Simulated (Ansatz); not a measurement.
# ThGe (Fm-3m): phonons at finite temperature

Wanted: self-consistent phonon frequencies, thermal pressure and a stability verdict for ThGe.

Program: Ansatz 0.2.0. Level of theory: DFT LDA, scalar-relativistic, plane waves, PAW. Results are calculated unless marked as measured.

**1. Set-up**

It takes space group Fm-3m (No. 225, cubic). Conventional cell: a = 6.046 Å, b = 6.046 Å, c = 6.046 Å, α = 90.00°, β = 90.00°, γ = 90.00°. Nearest to Th lie 6 Ge at 3.02 Å. Ge has 6 Th at 3.02 Å nearest. Farther neighbours are not listed.

As a file:

```cif
data_structure
_symmetry_space_group_name_H-M 'Fm-3m'
_symmetry_Int_Tables_number 225
_cell_length_a 6.0460
_cell_length_b 6.0460
_cell_length_c 6.0460
_cell_angle_alpha 90.000
_cell_angle_beta 90.000
_cell_angle_gamma 90.000
_cell_volume 221.01
loop_
_atom_site_label
_atom_site_type_symbol
_atom_site_symmetry_multiplicity
_atom_site_Wyckoff_symbol
_atom_site_fract_x
_atom_site_fract_y
_atom_site_fract_z
_atom_site_occupancy
Th1 Th 4 b 0.50000 0.00000 0.00000 1
Ge1 Ge 4 a 0.00000 0.00000 0.00000 1
```

**2. A first coarse run**

Before spending time, one coarse run tells the gap and the pressure of the starting cell.

File input.yaml:

```yaml
crystal:
  lattice:
    - [0.0, 3.023, 3.023]
    - [3.023, 0.0, 3.023]
    - [3.023, 3.023, 0.0]
  atoms:
    - { symbol: Th, position: [0.5, 0.5, 0.5] }
    - { symbol: Ge, position: [0.0, 0.0, 0.0] }
kpoints:
  mp_grid: { grid: [6, 6, 6] }
hamiltonian:
  xc: lda
scf:
  occupations: { method: gaussian, width: 0.1 }
output:
  forces: true
  stress: true
  eigenvalues: true
```

The run is started by

```
> ansatz run input.yaml --threads 18 --pin off --max-ram 92160MiB --backend cuda --events-out ev --progress --plain --runs-dir out --max-vram 78GiB
```

Numbers of over 12 decimals in the logs are rounded to 6 here.

The program printed:

```text
Engine: ansatz 0.2.0, aarch64-unknown-linux-gnu
Pseudopotentials: kind: paw
Pseudopotential: Th, paw, valence charge 12, recommended cutoff 420 eV (normal), Th.paw.azcp
Pseudopotential: Ge, paw, valence charge 14, recommended cutoff 420 eV (normal), Ge.paw.azcp
Functional definition: SPW92
  exchange = slater_x
  correlation = pw_c
device memory: the entry about to start is reckoned to put 0.8 GiB on a device that reports 182.5 GiB free (of which the cap on the GPU budget leaves the run 78.0 GiB)
GPU FFT provider: cuFFT
GPU libraries: cuBLAS 13.8.1, cuFFT 12.4.0, cuSOLVER 12.3.2
GPU matrix products: emulated (plane waves: as basis.precision tells), large ones in fixed point in workspaces of 1.00 GiB
Crystal: 2 atoms, lattice volume = 55.252 Å³
Basis set: ecut = 420 eV, 1067 PW (Γ)
Bands: 17, of which v1, the nominal top of the filled ones, is band 13 counted from 1 (12 counted from 0)
Symmetry: 48 space group operations
Space group: Fm-3m (ITA 225), of the structure as read, at distance tolerance 3.8e-5 Å
k-points: 16 of 216
Non-local potential: Th, projectors of the file, l = 0: 3, l = 1: 2, l = 2: 2, l = 3: 3
Non-local potential: Ge, projectors of the file, l = 0: 2, l = 1: 2, l = 2: 3, l = 3: 1
PAW form: soft (Blöchl's): semilocal exchange-correlation on the pseudo side does not see the compensation charge
PAW frozen core: Th, regenerated for the run's functional, and the local potential with it (the file was generated under x = pbe(κ = 0.804, μ = 0.219515), c = pbe(β = 0.066725))
PAW frozen core: Ge, regenerated for the run's functional, and the local potential with it (the file was generated under x = pbe(κ = 0.804, μ = 0.219515), c = pbe(β = 0.066725))
PAW one-centre angular grid: Th, 590 points (default); XC on 64 Gauss nodes
PAW one-centre angular grid: Ge, 590 points (default); XC on 64 Gauss nodes
Initial density: superposition of atomic densities (neutral atoms: chi_scale 0, normalization atom), corrected by the library's trained network
Initial wavefunctions: pseudopotential atomic-orbital guess
GPU buffer pool allocated for 27000 grid points (all kernels)
GPU transforms: local potential and band sums: pruned to the plane-wave sphere, on 30×30×30
Functional: x = slater, c = lda
SCF iter   1: F=—  HF=-17089.570207 eV  |F-HF|=—  |Δ(HF+E_count)|=         —  Δρ=4.38e-3  dr2=1.03e-2  ethr=1.77e-3  ⟨swp⟩=4.0  Hψ=1106  notcnv=0
preconditioner: auto → none  [insulator: Δε(μ)=0.181 eV  Ē_g=16.799 eV  σ=0.100 eV  W_gap=0.80  n_scr=14 (ndim 8)  ℏωp=24.5 eV  f_vac=0.000  D(μ)=0.65/eV (n_scr^D=0)  ε∞_Penn≈3.1]
SCF iter   2: F=—  HF=-17089.566132 eV  |F-HF|=—  |Δ(HF+E_count)|=   4.08e-3  Δρ=1.68e-3  dr2=8.97e-4  ethr=3.95e-5  ⟨swp⟩=2.0  Hψ=473  notcnv=0
SCF iter   3: F=—  HF=-17089.565888 eV  |F-HF|=—  |Δ(HF+E_count)|=   2.43e-4  Δρ=7.13e-4  dr2=1.92e-4  ethr=3.45e-6  ⟨swp⟩=2.0  Hψ=483  notcnv=0
SCF iter   4: F=—  HF=-17089.565845 eV  |F-HF|=—  |Δ(HF+E_count)|=   4.38e-5  Δρ=2.85e-4  dr2=1.90e-5  ethr=7.38e-7  ⟨swp⟩=2.0  Hψ=338  notcnv=0
SCF iter   5: F=—  HF=-17089.565804 eV  |F-HF|=—  |Δ(HF+E_count)|=   4.07e-5  Δρ=2.17e-5  dr2=1.54e-7  ethr=7.31e-8  ⟨swp⟩=1.0  Hψ=272  notcnv=0
SCF iter   6: F=-17089.565804 eV  HF=-17089.565804 eV  |F-HF|=2.67e-9  |Δ(HF+E_count)|=   2.36e-8  Δρ=5.51e-6  dr2=8.86e-9  ethr=3.85e-10  ⟨swp⟩=6.6  Hψ=1683  notcnv=0
SCF 1 converged in 6 iterations: F = -17089.565804 eV  dr2 = 8.86e-9
  greatest PAW one-centre occupation: 0.998 electrons in one spin orbital (limit 2), on the Ge atom at site 1 (counted from 0), in its partial waves of l = 2
SCF converged after 6 iterations
Free energy (F): -17089.565804 eV
Harris-Foulkes:  -17089.565804 eV  (|F-HF|=2.67e-9)
Internal energy: -17089.562084 eV  (E = F + TS)
E sigma→0 (E₀):  -17089.563944 eV
Entropy (-TS):   -0.003720 eV (-1.860 meV/atom)
Fermi energy:    11.874646 eV
--- Per-component energies (eV) ---
  E_band       = -131.850731
  E_kinetic    = 336.324670
  E_local      = -2808.683066  (includes V_loc(G=0)·N_el)
  E_nonlocal   = 580.734256
  E_hartree    = 1183.998853
  E_xc         = -462.124145
  E_vxc        = -244.710459  (∫ρ·V_xc dr)
  E_paw        = -13629.589804  (= ΣΔE_a)
  E_vpaw       = -363.517276  (= ΣTr[D̂ρ^β])
  E_aug_tail   = 0.000245  (compensation charges beyond the density's cutoff)
  E_ewald      = -2292.372300
  E_core_change = 2.149205  (= ΣΔE_core)
  E_smearing   = -0.003720  (= −TS)
  E_closure    = 0.000000  (closes the sum)
  Σ components = -17089.565804   (vs F -17089.565804, Δ=0.00e0)
--- Forces (eV/Å), atoms counted from 1 ---
  atom   1  Th    -0.00000000    -0.00000000     0.00000000
  atom   2  Ge     0.00000000    -0.00000000    -0.00000000
  max |Σ_I F_I| component: 1.21e-24 eV/Å
--- Stress (GPa, compression-positive) ---
       -3.106936       0.000000      -0.000000
        0.000000      -3.106936      -0.000000
       -0.000000      -0.000000      -3.106936
  P = ⅓ Tr σ = -3.1069 GPa (-31.069 kbar)
--- Band table (eV; the first three rows and the last of 16) ---
  k-point 0: bands = [... 9 lower, 2.9609, 11.9809, 11.9809, 11.9809, 12.7806, 12.7806, 12.7806, 13.4115]
  k-point 1: bands = [... 9 lower, 3.4459, 10.7414, 11.3098, 11.3098, 12.6631, 13.0859, 13.0859, 13.9826]
  k-point 2: bands = [... 9 lower, 4.5561, 8.9937, 10.4823, 10.4823, 12.9247, 13.5731, 13.5731, 14.2906]
  k-point 15: bands = [... 9 lower, 4.2123, 10.4011, 10.7564, 11.0589, 12.7138, 13.6871, 14.0648, 14.1418]
```

Wall time 0.74 s (1 × NVIDIA GB200 with 18 threads of Arm Neoverse V2, shared host); peak memory 1 GiB.

Numbers from this step:

```yaml
pressure: -3.107 GPa
volume_per_atom: 27.63 Å³/atom
gap_on_the_k_mesh: 0 eV
```

The start is under -3.1 GPa at this level and looks like a metal on this mesh.

**3. Single point at the given cell, occupations Gaussian, smearing width 0.1 eV**

The cell is kept at the size of the database entry and symmetry fixes every atom, so there is nothing to relax; the run only refines mesh or occupations.

input.yaml, as its differences from that of step 2:

```diff
@@ -9,3 +9,3 @@
 kpoints:
-  mp_grid: { grid: [6, 6, 6] }
+  mp_grid: { grid: [12, 12, 12] }
 hamiltonian:
```

The mesh is denser.

The program printed:

```text
[...]
GPU FFT provider: cuFFT
GPU libraries: cuBLAS 13.8.1, cuFFT 12.4.0, cuSOLVER 12.3.2
[...]
Crystal: 2 atoms, lattice volume = 55.252 Å³
Basis set: ecut = 420 eV, 1067 PW (Γ)
Bands: 17, of which v1, the nominal top of the filled ones, is band 13 counted from 1 (12 counted from 0)
Symmetry: 48 space group operations
[...]
k-points: 72 of 1728
[...]
GPU buffer pool allocated for 27000 grid points (all kernels)
[...]
SCF iter   1: F=—  HF=-17089.582795 eV  |F-HF|=—  |Δ(HF+E_count)|=         —  Δρ=4.21e-3  dr2=8.32e-3  ethr=1.77e-3  ⟨swp⟩=4.3  Hψ=4969  notcnv=0
[...]
SCF iter   6: F=-17089.579457 eV  HF=-17089.579457 eV  |F-HF|=1.22e-8  |Δ(HF+E_count)|=   2.85e-8  Δρ=1.32e-5  dr2=8.24e-8  ethr=3.85e-10  ⟨swp⟩=4.0  Hψ=6648  notcnv=0
SCF 1 converged in 6 iterations: F = -17089.579457 eV  dr2 = 8.24e-8
[...]
SCF converged after 6 iterations
Free energy (F): -17089.579457 eV
[...]
Internal energy: -17089.575424 eV  (E = F + TS)
E sigma→0 (E₀):  -17089.577441 eV
Entropy (-TS):   -0.004033 eV (-2.016 meV/atom)
Fermi energy:    11.848498 eV
[...]
--- Stress (GPa, compression-positive) ---
       -3.196319      -0.000000       0.000000
        0.000000      -3.196319       0.000000
        0.000000      -0.000000      -3.196319
  P = ⅓ Tr σ = -3.1963 GPa (-31.963 kbar)
--- Band table (eV; the first three rows and the last of 72) ---
  k-point 0: bands = [... 9 lower, 2.9555, 11.9751, 11.9751, 11.9751, 12.7802, 12.7802, 12.7802, 13.4072]
  k-point 1: bands = [... 9 lower, 3.0830, 11.5688, 11.7563, 11.7563, 12.7196, 12.8726, 12.8726, 13.6346]
  k-point 2: bands = [... 9 lower, 3.4402, 10.7377, 11.3053, 11.3053, 12.6608, 13.0844, 13.0844, 13.9777]
  k-point 71: bands = [... 9 lower, 4.3611, 9.9550, 10.8625, 10.8625, 13.2628, 13.2628, 14.0929, 14.0929]
```

It took 0.84 s on 1 × NVIDIA GB200 with 18 threads; peak memory 1 GiB.

Numbers from this step:

```
pressure : -3.196 GPa
```

The static pressure at this volume is -3.2 GPa, so this functional's own equilibrium cell is smaller.

**4. The given cell once more, occupations Methfessel-Paxton, smearing width 0.2 eV**

The cell is kept at the size of the database entry and symmetry fixes every atom, so there is nothing to relax; the run only refines mesh or occupations.

input.yaml, as its differences from that of step 3:

```diff
@@ -13,3 +13,3 @@
 scf:
-  occupations: { method: gaussian, width: 0.1 }
+  occupations: { method: methfessel_paxton, width: 0.2 }
 output:
```

The program printed:

```text
[...]
GPU FFT provider: cuFFT
GPU libraries: cuBLAS 13.8.1, cuFFT 12.4.0, cuSOLVER 12.3.2
[...]
Crystal: 2 atoms, lattice volume = 55.252 Å³
Basis set: ecut = 420 eV, 1067 PW (Γ)
Bands: 17, of which v1, the nominal top of the filled ones, is band 13 counted from 1 (12 counted from 0)
Symmetry: 48 space group operations
[...]
k-points: 72 of 1728
[...]
GPU buffer pool allocated for 27000 grid points (all kernels)
[...]
SCF iter   1: F=—  HF=-17089.581018 eV  |F-HF|=—  |Δ(HF+E_count)|=         —  Δρ=4.22e-3  dr2=8.41e-3  ethr=1.77e-3  ⟨swp⟩=4.3  Hψ=4757  notcnv=0
[...]
SCF iter   6: F=-17089.577656 eV  HF=-17089.577656 eV  |F-HF|=1.18e-8  |Δ(HF+E_count)|=   2.65e-8  S|Δr|=    0.00e0  Δρ=1.32e-5  dr2=8.20e-8  ethr=3.85e-10  ⟨swp⟩=4.2  Hψ=6471  notcnv=0
SCF 1 converged in 6 iterations: F = -17089.577656 eV  dr2 = 8.20e-8
[...]
SCF converged after 6 iterations
Stability not checked: this state was not tested for a lower state beside it, because cold or Methfessel-Paxton smearing, or corrected tetrahedra, fill the levels in a way that the test cannot read (fill_not_monotonic; see scf.lower_state_search)
Free energy (F): -17089.577656 eV
[...]
Internal energy: -17089.577644 eV  (E = F + TS)
E sigma→0 (E₀):  -17089.577653 eV
Entropy (-TS):   -0.000012 eV (-0.006 meV/atom)
Fermi energy:    11.845460 eV
Step filling:    the computed levels leave a gap of 0.0358 eV = 0.2 smearing widths at the electron count; against every level under it full and every level over it empty, smearing changes F+E_penalty+E_count by -0.203 meV and its σ→0 estimate by -0.201 meV
[...]
--- Stress (GPa, compression-positive) ---
       -3.197335       0.000000       0.000000
        0.000000      -3.197335      -0.000000
        0.000000      -0.000000      -3.197335
  P = ⅓ Tr σ = -3.1973 GPa (-31.973 kbar)
--- Band table (eV; the first three rows and the last of 72) ---
  k-point 0: bands = [... 9 lower, 2.9558, 11.9749, 11.9749, 11.9749, 12.7800, 12.7800, 12.7800, 13.4065]
  k-point 1: bands = [... 9 lower, 3.0833, 11.5688, 11.7562, 11.7562, 12.7193, 12.8724, 12.8724, 13.6339]
  k-point 2: bands = [... 9 lower, 3.4404, 10.7377, 11.3053, 11.3053, 12.6605, 13.0841, 13.0841, 13.9770]
  k-point 71: bands = [... 9 lower, 4.3614, 9.9551, 10.8625, 10.8625, 13.2623, 13.2623, 14.0920, 14.0920]
```

Run time: 0.84 s. Hardware: 1 × NVIDIA GB200 with 18 threads; peak memory 1 GiB.

Numbers from this step:

| Item | Value |
| --- | --- |
| pressure | -3.197 GPa |

The static pressure at this volume is -3.2 GPa, so this functional's own equilibrium cell is smaller.

**5. Self-consistent phonons**

Displacements are drawn from a Gaussian whose width depends on temperature, the forces on them update the Gaussian until it is self-consistent, and the free energy's curvature decides stability.

input.yaml, the sections that differ from step 4:

```yaml
kpoints:
  mp_grid: { grid: [10, 10, 10] }
output:
  stress: true
  eigenvalues: true
phonons:
  method: fd
  supercell: [2, 2, 2]
  temperatures: { t_max: 400, t_step: 50 }
  qpath:
    path:
      - [[0.0, 0.0, 0.0], [0.5, 0.0, 0.5], [0.5, 0.25, 0.75], [0.375, 0.375, 0.75], [0.0, 0.0, 0.0], [0.5, 0.5, 0.5], [0.625, 0.25, 0.625], [0.5, 0.25, 0.75], [0.5, 0.5, 0.5], [0.375, 0.375, 0.75]]
      - [[0.625, 0.25, 0.625], [0.5, 0.0, 0.5]]
    npoints: 10
  self_consistent:
    temperatures: [0.0, 100.0, 300.0, 800.0]
    max_frames: 128
    max_frequency_error: 2.0
  dielectric: false
  interpolated_qmesh: [11, 11, 11]
# crystal, hamiltonian, scf: as in step 4
```

The program printed:

```text
[...]
Crystal: 16 atoms, lattice volume = 442.012 Å³
Basis set: ecut = 420 eV, 8657 PW (Γ)
Bands: 136, of which v1, the nominal top of the filled ones, is band 104 counted from 1 (103 counted from 0)
Symmetry: 384 space group operations
k-points: 10 of 125
[...]
SCF iter   1: F=—  HF=-136716.607021 eV  |F-HF|=—  |Δ(HF+E_count)|=         —  Δρ=3.75e-8  dr2=3.74e-12  ethr=1.00e-12  ⟨swp⟩=3.0  Hψ=3393  notcnv=0  defer=16
[...]
SCF iter   2: F=-136716.607021 eV  HF=-136716.607021 eV  |F-HF|=5.82e-11  |Δ(HF+E_count)|=    0.00e0  S|Δr|=    0.00e0  Δρ=2.19e-8  dr2=1.61e-12  ethr=1.00e-12  ⟨swp⟩=7.1  Hψ=3479  notcnv=0
SCF 1 converged in 2 iterations: F = -136716.607021 eV  dr2 = 1.61e-12
[...]
phonons: the bands overlap, so this run is a metal and interpolates without the dipole-dipole term. If the crystal is really an insulator or semiconductor, its LO-TO splitting is missing
[...]
Symmetry: 8 space group operations
k-points: 18 of 125 (time reversal used)
[...]
iter 1 solved again at ethr=9.19e-9 eV; its pass at ethr=3.10e-3 eV (dr2=1.91e-5 eV) is discarded
[...]
SCF iter   8: F=-136716.607002 eV  HF=-136716.607002 eV  |F-HF|=2.91e-11  |Δ(HF+E_count)|=  5.82e-11  S|Δr|=    0.00e0  Δρ=1.25e-8  dr2=8.20e-13  ethr=1.00e-12  ⟨swp⟩=6.1  Hψ=9642  notcnv=0
SCF 2 converged in 8 iterations: F = -136716.607002 eV  dr2 = 8.20e-13
[...]
SCF iter   4: F=—  HF=-136716.606996 eV  |F-HF|=—  |Δ(HF+E_count)|=   1.33e-7  S|Δr|=    0.00e0  Δρ=2.87e-6  dr2=9.69e-8  ethr=2.28e-10  ⟨swp⟩=2.0  Hψ=3811  notcnv=0  defer=227
[...]
SCF iter   7: F=—  HF=-136716.606996 eV  |F-HF|=—  |Δ(HF+E_count)|=  3.20e-10  S|Δr|=    0.00e0  Δρ=6.56e-8  dr2=4.28e-11  ethr=1.00e-12  ⟨swp⟩=2.0  Hψ=2617  notcnv=0  defer=227
[...]
SCF 3 converged in 9 iterations: F = -136716.606996 eV  dr2 = 1.45e-12
[...]
pressure +0.0031 ± 0.0032 GPa; with it, by the rings' own mean, -2.5475 ± 0.0144, so that the ions' motion makes +0.6560: by the supercell's own 45 modes alone, as the Gaussian's
      mean square displacement, over the three axes, of site 1 from 0, Ge, the most changed: 0.01583 ± 0.00009 Å², of which +0.00040 beyond the Gaussian's
      softest frequency by how far the rings' centres move (above zero always: no sign of whether the crystal stands): 65.52 ± 0.06 cm⁻¹ at q 0.5000 0.0000 0.5000
    frequencies (cm⁻¹; below zero: imaginary; ±: error) of the harmonic crystal, of the Gaussian, of the free energy's second derivatives, each in its own ascending order
      q 0.0000 0.0000 0.0000
           148.72      150.33 ±  0.33      148.17 ±  0.34
           148.72      150.33 ±  0.33      148.17 ±  0.34
           148.72      150.33 ±  0.33      148.17 ±  0.34
      q 0.0000 0.0000 0.5000, and 3 like it
            89.01       89.55 ±  0.05       88.16 ±  0.06
            89.01       89.55 ±  0.05       88.16 ±  0.06
           124.34      124.34 ±  0.10      123.57 ±  0.10
           149.53      150.62 ±  0.06      148.58 ±  0.06
           149.53      150.62 ±  0.06      148.58 ±  0.06
           175.97      176.68 ±  0.09      174.86 ±  0.09
      q 0.0000 0.5000 0.5000, and 2 like it
            66.95       65.58 ±  0.06       65.56 ±  0.05
            66.95       65.58 ±  0.06       65.56 ±  0.05
            81.73       80.77 ±  0.13       80.73 ±  0.12
           154.00      155.88 ±  0.06      153.98 ±  0.06
           154.00      155.88 ±  0.06      153.98 ±  0.06
           162.48      164.38 ±  0.06      162.67 ±  0.06
  at 800 K
    the largest error of a frequency is 0.36 times what was asked for; the fitted model misses 1.7 % of the forces, every mode counted alike and far frames for less, of frames that it was not fitted to; the frames count as 15.9 of this Gaussian
    softest of the free energy's second derivatives: 63.15 ± 0.49 cm⁻¹ at q 0.0000 0.5000 0.5000; ahead of this temperature's last population 62.88
    the crystal stands in this phase at this temperature, as far as these wave vectors tell
    the ions' mean positions are those at rest
    free energy -17090.234029 ± 0.000183 eV a cell, of which vibrations -0.658151; entropy 129.385 ± 0.090 J/(mol·K) of cells
      by the harmonic crystal on the mesh of its thermodynamic functions, with what the supercell's own 45 modes hold beyond it; by those alone vibrations -0.597772, entropy 119.003
      a free energy on a mesh is no bound; the supercell's own free energy is the best Gaussian's, an upper bound on the crystal's: what lies beyond it on the fitted surface stands below, to be added
    pressure -1.5689 ± 0.0173 GPa; at rest -3.2035, so that the ions' motion makes +1.6347
      stress (GPa, positive in compression): xx -1.5689 ± 0.0173, yy -1.5689 ± 0.0173, zz -1.5689 ± 0.0173, yz -0.0000 ± 0.0000, xz -0.0000 ± 0.0000, xy -0.0000 ± 0.0000
      by the supercell's own 45 modes alone, which lack the rigid motions: in the warmth about 1/16 of what the motion makes, which no ± holds; not to be laid beside figures on a mesh
    beyond the Gaussian, in the hollow that it stands in and those that the ions reach from there, by exact statistics on the surface that is fitted to the frames (rings of 2 beads):
      free energy -0.003351 ± 0.000207 eV a cell
      leaving out a pair of frames, or group of many, changes the fitted energy by up to 0.03 k_B T, T the rings' temperature (one standard deviation); of these ± those of the frequencies lack the bias that few frames leave, and those of the mean squares the mean places' part of it
[...]
q 0.0000 0.0000 0.0000
           148.72      154.12 ±  0.34      148.52 ±  0.49
           148.72      154.12 ±  0.34      148.52 ±  0.49
           148.72      154.12 ±  0.34      148.52 ±  0.49
      q 0.0000 0.0000 0.5000, and 3 like it
            89.01       90.18 ±  0.22       86.67 ±  0.30
            89.01       90.18 ±  0.22       86.67 ±  0.30
           124.34      123.53 ±  0.39      121.53 ±  0.43
           149.53      152.17 ±  0.33      146.94 ±  0.45
           149.53      152.17 ±  0.33      146.94 ±  0.45
           175.97      177.46 ±  0.47      172.79 ±  0.59
      q 0.0000 0.5000 0.5000, and 2 like it
            66.95       63.20 ±  0.50       63.15 ±  0.49
            66.95       63.20 ±  0.50       63.15 ±  0.49
            81.73       78.94 ±  0.70       78.84 ±  0.69
           154.00      158.68 ±  0.32      153.70 ±  0.45
           154.00      158.68 ±  0.32      153.70 ±  0.45
           162.48      166.56 ±  0.42      162.05 ±  0.53
```

Elapsed: 2.9 min, on 1 × NVIDIA GB200 with 18 threads; peak memory 1.9 GiB; 41 min of CPU time.

This step gave:

```yaml
point_group: m-3m
frames_solved: 40
pressure_of_the_lattice_at_rest: -3.204 GPa
```

[end of part 1 of 2]

[Logs are printed without paths, hosts, clocks, repeated set-up lines and the standing remarks that a program may print on its own settings, such as how far it seeks lower states.]

[Hosts, paths, dates, database ids (printed as entryN), source tags and the programs' standing remarks are cut or masked in the printed files.]

[A step with changed settings may run another functional than the one named; its input shows which.]
